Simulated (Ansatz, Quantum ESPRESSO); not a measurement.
## Mode couplings of ScGa3 (Pm-3m) in a second program

Wanted: phonons, linewidths and couplings of ScGa3 (Pm-3m) from a second program.

Method: DFT PBEsol, scalar-relativistic, plane waves, PAW, in the first sound run; inputs show where later runs differ, in Ansatz 0.2.0 and Quantum ESPRESSO 7.5.

**1. The starting structure**

The structure is cubic, space group Pm-3m (No. 221). Conventional cell: a = 4.095 Å, b = 4.095 Å, c = 4.095 Å, α = 90.00°, β = 90.00°, γ = 90.00°. Nearest to Sc lie 12 Ga at 2.90 Å. Ga has 4 Sc at 2.90 Å and 8 Ga at 2.90 Å nearest. Farther neighbours are not listed.

Coordinates:

```cif
data_structure
_symmetry_space_group_name_H-M 'P 1'
_symmetry_Int_Tables_number 1
_cell_length_a 4.0950
_cell_length_b 4.0950
_cell_length_c 4.0950
_cell_angle_alpha 90.000
_cell_angle_beta 90.000
_cell_angle_gamma 90.000
_cell_volume 68.67
loop_
_atom_site_label
_atom_site_type_symbol
_atom_site_fract_x
_atom_site_fract_y
_atom_site_fract_z
_atom_site_occupancy
Sc1 Sc 0.00000 0.00000 0.00000 1
Ga2 Ga 0.00000 0.50000 0.50000 1
Ga3 Ga 0.50000 0.00000 0.50000 1
Ga4 Ga 0.50000 0.50000 0.00000 1
```

**2. Relaxing cell and atoms**

The structure is brought to rest under this functional.

The input, input.yaml:

```yaml
crystal:
  lattice:
    - [4.095, 0.0, 0.0]
    - [0.0, 4.095, 0.0]
    - [0.0, 0.0, 4.095]
  atoms:
    - { symbol: Sc, position: [0.0, 0.0, 0.0] }
    - { symbol: Ga, position: [0.0, 0.5, 0.5] }
    - { symbol: Ga, position: [0.5, 0.0, 0.5] }
    - { symbol: Ga, position: [0.5, 0.5, 0.0] }
kpoints:
  mp_grid: { grid: [8, 8, 8] }
hamiltonian:
  xc: pbesol
scf:
  occupations: { method: gaussian, width: 0.1 }
output:
  forces: true
  stress: true
  eigenvalues: true
relax:
  adjacent_minimum: "off"
  f_tol: 0.005
  max_steps: 80
  cell: { stress_tol: 0.05 }
```

Command:

```sh
$ ansatz run input.yaml --threads 8 --pin off --max-ram 16384MiB --backend cpu --events-out ev --progress --plain --runs-dir out
```

Numbers of over 12 decimals in the logs are rounded to 6 here.

What it wrote:

```text
[the first part of the log is left out]
  E_aug_tail   = -0.000323  (compensation charges beyond the density's cutoff)
  E_ewald      = -5103.418242
  E_core_change = 2.717959  (= ΣΔE_core)
  E_smearing   = -0.006490  (= −TS)
  E_closure    = 0.000000  (closes the sum)
  Σ components = -13343.197340   (vs F -13343.197340, Δ=0.00e0)
--- Forces (eV/Å), atoms counted from 1 ---
  atom   1  Sc    -0.00000000     0.00000000    -0.00000000
  atom   2  Ga     0.00000000    -0.00000000    -0.00000000
  atom   3  Ga    -0.00000000    -0.00000000    -0.00000000
  atom   4  Ga     0.00000000     0.00000000     0.00000000
  max |Σ_I F_I| component: 6.57e-30 eV/Å
--- Stress (GPa, compression-positive) ---
       -0.000754      -0.000000       0.000000
       -0.000000      -0.000754      -0.000000
        0.000000      -0.000000      -0.000754
  P = ⅓ Tr σ = -0.0008 GPa (-0.008 kbar)
--- Band table (eV; the first three rows and the last of 35) ---
  k-point 0: bands = ["-36.8081", "-15.5909", "-15.5909", "-15.5909", "-2.9388", "-2.9081", "-2.9081", "-2.9081", "-2.7684", "-2.7684", "-2.6179", "-2.6179", "-2.6179", "-2.5500", "-2.5500", "-2.4256", "-2.4137", "-2.4137", "-2.4137", "1.0474", "9.0295", "9.0295", "10.1834", "10.1834", "10.1834", "13.9792", "13.9792", "13.9792", "15.2892", "15.8954"]
  k-point 1: bands = ["-36.8078", "-15.5966", "-15.5907", "-15.5907", "-2.9243", "-2.9037", "-2.8921", "-2.8921", "-2.7633", "-2.7551", "-2.6219", "-2.6165", "-2.6165", "-2.5597", "-2.5497", "-2.4346", "-2.4340", "-2.4340", "-2.4137", "1.1962", "7.8852", "9.1514", "10.2313", "10.2313", "11.0808", "13.8545", "13.8545", "13.9946", "14.9023", "15.6266"]
  k-point 2: bands = ["-36.8073", "-15.6103", "-15.5903", "-15.5903", "-2.8928", "-2.8850", "-2.8459", "-2.8459", "-2.7501", "-2.7189", "-2.6322", "-2.6142", "-2.6142", "-2.5884", "-2.5494", "-2.4894", "-2.4894", "-2.4598", "-2.4137", "1.6370", "6.3061", "9.5195", "10.3408", "10.3408", "12.1464", "13.4623", "13.6747", "13.6747", "14.0324", "15.7491"]
  k-point 34: bands = ["-36.8038", "-15.6169", "-15.6169", "-15.6169", "-2.8290", "-2.8290", "-2.8290", "-2.8170", "-2.7356", "-2.7356", "-2.7356", "-2.6137", "-2.6137", "-2.6137", "-2.5717", "-2.5717", "-2.4346", "-2.4346", "-2.4346", "6.4966", "6.4966", "6.4966", "7.5223", "9.0681", "9.0681", "9.0681", "14.6344", "14.8085", "14.8085", "16.0264"]
--- Relaxed structure (4 steps of the walk, 4 accepted, 1 SCFs on fresh bases) ---
  F+E_penalty+E_count = -13343.19734038 eV   max|allowed force component| = 4.667e-30 eV/Å   (the final SCF, on the basis selected at the relaxed cell)
  cell:  # Å, volume = 66.5385 Å³
    - [4.052200, 0, 0]
    - [0, 4.052200, 0]
    - [0, 0, 4.052200]
  atoms:
    - { symbol: Sc, position: [0, 0, 0] }
    - { symbol: Ga, position: [0, 0.5, 0.5] }
    - { symbol: Ga, position: [0.5, 0, 0.5] }
    - { symbol: Ga, position: [0.5, 0.5, 0] }
```

It took 2.3 s on 8 threads of Intel Xeon 6975P-C (Granite Rapids), shared host; peak memory 0.54 GiB; 13 s of CPU time.

The steps of the relaxation:

```tsv
step	energy less that of the first step (eV)	largest force component (eV/Å)	pressure (GPa)	volume (Å³)
1	0.0000	0.0000	-2.44	68.67
2	-0.0128	0.0000	1.39	65.45
3	-0.0172	0.0000	-0.05	66.58
4	-0.0172	0.0000	0.00	66.54
5	-0.0166	0.0000	0.00	66.54
```

The log counts 1 steps on a newly chosen plane-wave basis, not all of them marked here; energy and pressure can jump at such steps.

```tsv
conventional cell, symmetrised	before	after	change
a (Å)	4.095	4.052	-1.0 %
b (Å)	4.095	4.052	-1.0 %
c (Å)	4.095	4.052	-1.0 %
volume (Å³/atom)	17.17	16.63	-3.1 %
```

Final coordinates:

```xyz
4
Lattice="4.0522 0.0000 0.0000 0.0000 4.0522 0.0000 0.0000 0.0000 4.0522" Properties=species:S:1:pos:R:3 pbc="T T T"
Sc    0.0000    0.0000    0.0000
Ga    0.0000    2.0261    2.0261
Ga    2.0261    0.0000    2.0261
Ga    2.0261    2.0261    0.0000
```

Numbers from this step:

```yaml
pressure: -7.54e-4 GPa
volume_per_atom: 16.63 Å³
metallic_on_mesh: yes
gap_on_the_k_mesh: 0 eV
```

The largest force is now zero by symmetry and the largest stress component 7.5e-4 GPa.

**3. Ground state with pw.x**

ph.x needs a tightly converged ground state on the same k mesh; the cell is that of the step before.

This step: DFT PBEsol, scalar-relativistic, plane waves, GBRV ultrasoft pseudopotentials (Quantum ESPRESSO 7.5).

The input, pw.in:

```
&control
   calculation = 'scf'
   prefix = 'x'
   outdir = './tmp'
   pseudo_dir = './pseudo'
   tprnfor = .true.
   tstress = .true.
/
&system
   ibrav = 1
   celldm(1) = 7.65754892
   nat = 4
   ntyp = 2
   ecutwfc = 52.0
   ecutrho = 416.0
   occupations = 'smearing'
   smearing = 'fd'
   degauss = 0.00734986
   nbnd = 50
/
&electrons
   conv_thr = 1.0d-11
   mixing_beta = 0.5
/
ATOMIC_SPECIES
 Sc     44.9559  Sc.upf
 Ga     69.7230  Ga.upf
ATOMIC_POSITIONS crystal
 Sc     0.000000000   0.000000000   0.000000000
 Ga     0.000000000   0.500000000   0.500000000
 Ga     0.500000000   0.000000000   0.500000000
 Ga     0.500000000   0.500000000   0.000000000
K_POINTS automatic
 6 6 6 0 0 0
```

Command:

```sh
$ OMP_NUM_THREADS=1 mpirun -n 8 pw.x -nk 8 -in pw.in > pw.x.log
```

What it wrote:

```text
Program PWSCF v.7.5

     This program is part of the open-source Quantum ESPRESSO suite
     for quantum simulation of materials; please cite
         "P. Giannozzi et al., J. Phys.:Condens. Matter 21 395502 (2009);
         "P. Giannozzi et al., J. Phys.:Condens. Matter 29 465901 (2017);
         "P. Giannozzi et al., J. Chem. Phys. 152 154105 (2020);
     in publications or presentations arising from this work. More details at

     G-vector sticks info
     --------------------
     sticks:   dense  smooth     PW     G-vecs:    dense   smooth      PW
     Sum        1941     973    293                64229    22743    3791

     Using Slab Decomposition

     bravais-lattice index     =            1
     lattice parameter (alat)  =       7.6575  a.u.
     unit-cell volume          =     449.0238 (a.u.)^3
     number of atoms/cell      =            4
     number of atomic types    =            2
     number of electrons       =        68.00
     number of Kohn-Sham states=           50
     kinetic-energy cutoff     =      52.0000  Ry
     charge density cutoff     =     416.0000  Ry
     scf convergence threshold =      1.0E-11
     mixing beta               =       0.5000
     number of iterations used =            8  plain     mixing
     Exchange-correlation= SLA  PW   PSX  PSC
                           (   1   4  10   8   0   0   0)

     celldm(1)=   7.657549  celldm(2)=   0.000000  celldm(3)=   0.000000
     celldm(4)=   0.000000  celldm(5)=   0.000000  celldm(6)=   0.000000

     crystal axes: (cart. coord. in units of alat)
               a(1) = (   1.000000   0.000000   0.000000 )
               a(2) = (   0.000000   1.000000   0.000000 )
               a(3) = (   0.000000   0.000000   1.000000 )

     reciprocal axes: (cart. coord. in units 2 pi/alat)
               b(1) = (  1.000000  0.000000  0.000000 )
               b(2) = (  0.000000  1.000000  0.000000 )
               b(3) = (  0.000000  0.000000  1.000000 )

     PseudoPot. # 1 for Sc read from file:
     ./pseudo/Sc.upf
     Pseudo is Ultrasoft + core correction, Zval = 11.0
     Using radial grid of  849 points,  6 beta functions with:
                l(1) =   0
                l(2) =   0
                l(3) =   1
                l(4) =   1
                l(5) =   2
                l(6) =   2
     Q(r) pseudized with  6 coefficients,  rinner =    1.200   1.200   1.200
                                                       1.200   1.200

     PseudoPot. # 2 for Ga read from file:
     ./pseudo/Ga.upf
     Pseudo is Ultrasoft + core correction, Zval = 19.0
     Using radial grid of  871 points,  6 beta functions with:
                l(1) =   0
                l(2) =   0
                l(3) =   1
                l(4) =   1
                l(5) =   2
                l(6) =   2
     Q(r) pseudized with  8 coefficients,  rinner =    1.250   1.250   1.250
                                                       1.250   1.250

     atomic species   valence    mass     pseudopotential
     Sc               11.00    44.95590     Sc( 1.00)
     Ga               19.00    69.72300     Ga( 1.00)

     48 Sym. Ops., with inversion, found

   Cartesian axes

     site n.     atom                  positions (alat units)
         1        Sc     tau(   1) = (   0.0000000   0.0000000   0.0000000  )
         2        Ga     tau(   2) = (   0.0000000   0.5000000   0.5000000  )
         3        Ga     tau(   3) = (   0.5000000   0.0000000   0.5000000  )
         4        Ga     tau(   4) = (   0.5000000   0.5000000   0.0000000  )

     number of k points=    20  Fermi-Dirac smearing, width (Ry)=  0.0073
                       cart. coord. in units 2pi/alat
        k(    1) = (   0.0000000   0.0000000   0.0000000), wk =   0.0092593
        k(    2) = (   0.0000000   0.0000000   0.1666667), wk =   0.0555556
        k(    3) = (   0.0000000   0.0000000   0.3333333), wk =   0.0555556
        k(    4) = (   0.0000000   0.0000000  -0.5000000), wk =   0.0277778
        k(    5) = (   0.0000000   0.1666667   0.1666667), wk =   0.1111111
        k(    6) = (   0.0000000   0.1666667   0.3333333), wk =   0.2222222
        k(    7) = (   0.0000000   0.1666667  -0.5000000), wk =   0.1111111
        k(    8) = (   0.0000000   0.3333333   0.3333333), wk =   0.1111111
        k(    9) = (   0.0000000   0.3333333  -0.5000000), wk =   0.1111111
        k(   10) = (   0.0000000  -0.5000000  -0.5000000), wk =   0.0277778
        k(   11) = (   0.1666667   0.1666667   0.1666667), wk =   0.0740741
        k(   12) = (   0.1666667   0.1666667   0.3333333), wk =   0.2222222
        k(   13) = (   0.1666667   0.1666667  -0.5000000), wk =   0.1111111
        k(   14) = (   0.1666667   0.3333333   0.3333333), wk =   0.2222222
        k(   15) = (   0.1666667   0.3333333  -0.5000000), wk =   0.2222222
        k(   16) = (   0.1666667  -0.5000000  -0.5000000), wk =   0.0555556
        k(   17) = (   0.3333333   0.3333333   0.3333333), wk =   0.0740741
        k(   18) = (   0.3333333   0.3333333  -0.5000000), wk =   0.1111111
        k(   19) = (   0.3333333  -0.5000000  -0.5000000), wk =   0.0555556
        k(   20) = (  -0.5000000  -0.5000000  -0.5000000), wk =   0.0092593

     Dense  grid:    64229 G-vectors     FFT dimensions: (  50,  50,  50)

     Smooth grid:    22743 G-vectors     FFT dimensions: (  36,  36,  36)

     Check: negative core charge=   -0.000001

     Initial potential from superposition of free atoms

     starting charge      64.9977, renormalised to      68.0000
     Starting wfcs are   49 randomized atomic wfcs +    1 random wfcs

     per-process dynamical memory:    61.7 Mb

     Self-consistent Calculation

     iteration #  1     ecut=    52.00 Ry     beta= 0.50
     Davidson diagonalization with overlap
     ethr =  1.00E-02,  avg # of iterations =  5.5

     total energy              =   -1328.94166169 Ry
     estimated scf accuracy    <      20.99155276 Ry

     iteration #  2     ecut=    52.00 Ry     beta= 0.50
     Davidson diagonalization with overlap
     ethr =  1.00E-02,  avg # of iterations =  2.1

     total energy              =   -1338.82725013 Ry
     estimated scf accuracy    <       7.33823270 Ry

     iteration #  3     ecut=    52.00 Ry     beta= 0.50
     Davidson diagonalization with overlap
     ethr =  1.00E-02,  avg # of iterations =  1.9

     total energy              =   -1339.31561565 Ry
     estimated scf accuracy    <       0.62768626 Ry

     iteration #  4     ecut=    52.00 Ry     beta= 0.50
     Davidson diagonalization with overlap
     ethr =  9.23E-04,  avg # of iterations =  2.2

     total energy              =   -1339.38336160 Ry
     estimated scf accuracy    <       0.03465594 Ry

     iteration #  5     ecut=    52.00 Ry     beta= 0.50
     Davidson diagonalization with overlap
     ethr =  5.10E-05,  avg # of iterations =  4.5

     total energy              =   -1339.39092067 Ry
     estimated scf accuracy    <       0.00112952 Ry

     iteration #  6     ecut=    52.00 Ry     beta= 0.50
     Davidson diagonalization with overlap
     ethr =  1.66E-06,  avg # of iterations =  4.8

     total energy              =   -1339.39099229 Ry
     estimated scf accuracy    <       0.00111332 Ry

     iteration #  7     ecut=    52.00 Ry     beta= 0.50
     Davidson diagonalization with overlap
     ethr =  1.64E-06,  avg # of iterations =  2.0

     total energy              =   -1339.39133067 Ry
     estimated scf accuracy    <       0.00015622 Ry

     iteration #  8     ecut=    52.00 Ry     beta= 0.50
     Davidson diagonalization with overlap
     ethr =  2.30E-07,  avg # of iterations =  2.0

     total energy              =   -1339.39134864 Ry
     estimated scf accuracy    <       0.00000633 Ry

     iteration #  9     ecut=    52.00 Ry     beta= 0.50
     Davidson diagonalization with overlap
     ethr =  9.31E-09,  avg # of iterations =  4.2

     total energy              =   -1339.39135172 Ry
     estimated scf accuracy    <       0.00000108 Ry

     iteration # 10     ecut=    52.00 Ry     beta= 0.50
     Davidson diagonalization with overlap
     ethr =  1.58E-09,  avg # of iterations =  2.2

     total energy              =   -1339.39135192 Ry
     estimated scf accuracy    <          9.5E-09 Ry

     iteration # 11     ecut=    52.00 Ry     beta= 0.50
     Davidson diagonalization with overlap
     ethr =  1.40E-11,  avg # of iterations =  4.2

     total energy              =   -1339.39135192 Ry
     estimated scf accuracy    <          4.3E-10 Ry

     iteration # 12     ecut=    52.00 Ry     beta= 0.50
     Davidson diagonalization with overlap
     ethr =  6.31E-13,  avg # of iterations =  4.2

     total energy              =   -1339.39135192 Ry
     estimated scf accuracy    <          2.0E-11 Ry

     iteration # 13     ecut=    52.00 Ry     beta= 0.50
     Davidson diagonalization with overlap
     ethr =  1.00E-13,  avg # of iterations =  2.0

     End of self-consistent calculation

          k = 0.0000 0.0000 0.0000 (  2897 PWs)   bands (ev):

   -80.8883 -80.8883 -80.8883 -80.8564 -80.8564 -80.8564 -80.8560 -80.8560
   -80.8560 -35.6108 -14.3920 -14.3920 -14.3920  -1.6993  -1.6727  -1.6727
    -1.6727  -1.5389  -1.5389  -1.3834  -1.3834  -1.3834  -1.3080  -1.3080
    -1.1948  -1.1754  -1.1754  -1.1754   2.2364  10.2246  10.2246  11.3816
    11.3816  11.3816  15.1818  15.1818  15.1818  16.4873  17.0927  17.0927
    18.4712  18.4712  18.4712  21.7912  21.7912  21.7912  24.7291  24.7291
    24.7291  25.2088

          k = 0.0000 0.0000 0.1667 (  2849 PWs)   bands (ev):

   -80.8882 -80.8882 -80.8882 -80.8564 -80.8564 -80.8563 -80.8560 -80.8560
   -80.8560 -35.6104 -14.4017 -14.3917 -14.3917  -1.6737  -1.6652  -1.6443
    -1.6443  -1.5299  -1.5155  -1.3904  -1.3811  -1.3811  -1.3255  -1.3075
    -1.2110  -1.2110  -1.2106  -1.1753   2.5010   8.5541  10.4417  11.4629
    11.4629  12.6427  14.9866  14.9866  15.2081  15.6181  16.9006  17.8583
    18.7201  18.7201  19.5184  20.5377  20.9750  20.9750  24.4986  25.4383
    26.1224  26.4206

          k = 0.0000 0.0000 0.3333 (  2846 PWs)   bands (ev):

   -80.8882 -80.8882 -80.8881 -80.8564 -80.8563 -80.8563 -80.8561 -80.8561
   -80.8560 -35.6097 -14.4211 -14.3911 -14.3911  -1.6487  -1.6119  -1.5655
    -1.5655  -1.5090  -1.4578  -1.4058  -1.3814  -1.3814  -1.3748  -1.3084
    -1.2994  -1.2994  -1.2514  -1.1753   3.2722   6.5132  11.0988  11.6097
[...]
26.7695  26.7695

          k = 0.0000 0.0000-0.5000 (  2826 PWs)   bands (ev):

[...]
25.3861  25.3861

          k = 0.0000 0.1667 0.1667 (  2843 PWs)   bands (ev):

[...]
26.3245  26.4065

          k = 0.0000 0.1667 0.3333 (  2833 PWs)   bands (ev):

[...]
26.3436  26.8393

          k = 0.0000 0.1667-0.5000 (  2836 PWs)   bands (ev):

[...]
25.5727  26.1909

          k = 0.0000 0.3333 0.3333 (  2844 PWs)   bands (ev):

[...]
26.1888  28.3117

          k = 0.0000 0.3333-0.5000 (  2836 PWs)   bands (ev):

[...]
25.6629  28.0872

          k = 0.0000-0.5000-0.5000 (  2832 PWs)   bands (ev):

[...]
25.4442  28.0163

          k = 0.1667 0.1667 0.1667 (  2839 PWs)   bands (ev):

[...]
25.0122  26.2307

          k = 0.1667 0.1667 0.3333 (  2845 PWs)   bands (ev):

[...]
26.7596  27.5749

          k = 0.1667 0.1667-0.5000 (  2856 PWs)   bands (ev):

[...]
25.4702  26.5460

          k = 0.1667 0.3333 0.3333 (  2835 PWs)   bands (ev):

[...]
26.6121  26.8135

          k = 0.1667 0.3333-0.5000 (  2840 PWs)   bands (ev):

[...]
26.4397  26.9169

          k = 0.1667-0.5000-0.5000 (  2868 PWs)   bands (ev):

[...]
25.7395  27.8689

          k = 0.3333 0.3333 0.3333 (  2839 PWs)   bands (ev):

[...]
25.8064  27.4720

          k = 0.3333 0.3333-0.5000 (  2852 PWs)   bands (ev):

[...]
26.8943  27.0703

          k = 0.3333-0.5000-0.5000 (  2860 PWs)   bands (ev):

[...]
10.1504  10.8974  10.8974  15.9121  15.9416  16.7870  17.1816  17.2133
    17.2133  22.2553  22.8247  22.8247  24.0732  24.3706  26.4867  26.4867
    27.6858  28.1300

          k =-0.5000-0.5000-0.5000 (  2872 PWs)   bands (ev):

   -80.8919 -80.8862 -80.8862 -80.8581 -80.8581 -80.8581 -80.8544 -80.8544
   -80.8544 -35.6066 -14.4178 -14.4178 -14.4178  -1.5927  -1.5927  -1.5927
    -1.5841  -1.5028  -1.5028  -1.5028  -1.3724  -1.3724  -1.3724  -1.3373
    -1.3373  -1.1998  -1.1998  -1.1998   7.6908   7.6908   7.6908   8.7227
    10.2678  10.2678  10.2678  15.8342  16.0104  16.0104  17.2277  17.2277
    17.2277  24.1259  24.1259  24.1259  24.3591  24.3591  28.0233  28.0233
    28.0233  28.3416

     the Fermi energy is    13.4290 ev

!    total energy              =   -1339.39135192 Ry
     estimated scf accuracy    <          3.8E-12 Ry
     smearing contrib. (-TS)   =      -0.00300108 Ry
     internal energy E=F+TS    =   -1339.38835084 Ry

     The total energy is F=E-TS. E is the sum of the following terms:
     one-electron contribution =   -1014.04023881 Ry
     hartree contribution      =     538.36148621 Ry
     xc contribution           =    -157.43532436 Ry
     ewald contribution        =    -706.27427388 Ry

     convergence has been achieved in  13 iterations

     Forces acting on atoms (cartesian axes, Ry/au):

     atom    1 type  1   force =     0.00000000    0.00000000    0.00000000
     atom    2 type  2   force =     0.00000000    0.00000000    0.00000000
     atom    3 type  2   force =     0.00000000    0.00000000    0.00000000
     atom    4 type  2   force =     0.00000000    0.00000000    0.00000000

     Total force =     0.000000     Total SCF correction =     0.000000

     Computing stress (Cartesian axis) and pressure

          total   stress  (Ry/bohr**3)                   (kbar)     P=       -0.96
  -0.00000655   0.00000000   0.00000000           -0.96        0.00        0.00
   0.00000000  -0.00000655   0.00000000            0.00       -0.96        0.00
   0.00000000   0.00000000  -0.00000655            0.00        0.00       -0.96

     Writing all to output data dir ./tmp/x.save/ :
     XML data file, charge density, pseudopotentials, collected wavefunctions

   JOB DONE.
```

The job ended after 7.9 s (8 MPI ranks; 61 s of CPU time).

This step gave:

| Item | Value |
| --- | --- |
| pressure | -0.09600 GPa |

With these potentials, mesh and smearing the cell is at -0.096 GPa.

(Part 1 of 2 ends here.)

[Logs are printed without paths, hosts, clocks, repeated set-up lines and the standing remarks that a program may print on its own settings, such as how far it seeks lower states.]

[Hosts, paths, dates, database ids (printed as entryN), source tags and the programs' standing remarks are cut or masked in the printed files.]
